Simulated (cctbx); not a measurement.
# Lattice, Laue class and space group of a new crystal

Cell: a = 17.1920 Å, b = 3.3350 Å, c = 8.5850 Å, α = 90.00°, β = 103.29°, γ = 90.00°. Expected content of the cell: Fe4 V6 S16 Na2.

The data are simulated with cctbx, not measured: synchrotron X-rays, λ = 0.4959 Å, to d = 0.8 Å, 95 % of the full sphere, strongest reflection 5000 counts, noise from counting, a 1.5 % proportional error and a noise floor of 8 counts (s.d.); no absorption.

A first pass over the reflections prints:

```text
3752 reflections to d = 0.800 A
centring   violations  <I/sigma> of those
    A        586 of  1877      3.9
    B        586 of  1869      4.0
    C          0 of  1888      0.0
    I        571 of  1873      4.3
    R        784 of  2496      4.3
    F        586 of  2817      2.6
Laue class    unique    Rint  (classes that these axes allow; Friedel mates merged)
C 1 2/m 1         576   0.046
space group    extra absences  I>4sigma  <I/sigma>
C 1 2 1                 0          0         -  acentric
C 1 m 1                 0          0         -  acentric
C 1 2/m 1               0          0         -  centric
Wilson B = 1.00 A^2   <|E^2-1|> = 0.959 (0.968 centric, 0.736 acentric)   E^2>4: 3.9 %
shell (A)         n   <I/sigma>
 8.37 - 1.60     84     21.8
 1.60 - 1.27     76     16.2
 1.27 - 1.11     62     12.8
 1.11 - 1.01     83     17.4
 1.01 - 0.94     72     14.0
 0.94 - 0.88     61      9.7
 0.88 - 0.84     58      9.8
 0.84 - 0.80     80      8.1
```

Q: Read the symmetry from these tables.

The reflections that C centring forbids are absent (⟨I/σ⟩ near 0), so the lattice is C.

Only C 1 2/m 1 fits these axes (Rint 0.046); a search for a hidden higher lattice was not made.

3 settings pass the absence test. No glide or screw absences show, which leaves C 1 2 1, C 1 m 1 and C 1 2/m 1.

⟨|E²−1|⟩ = 0.959 leans to a centrosymmetric structure. The Wilson B of 1.00 Å² means U ≈ 0.0127 Å².

The true group is C2/m (no. 12), Laue class 2/m, centrosymmetric. The tables only narrow the choice to the tied entries; cell content, site symmetry and trial solutions must settle it.

The model is made up (kin elements in a known structure type, no relaxation), so it says nothing on whether the phase exists.

[Logs are printed without paths, hosts, clocks, repeated set-up lines and the standing remarks that a program may print on its own settings, such as how far it seeks lower states.]
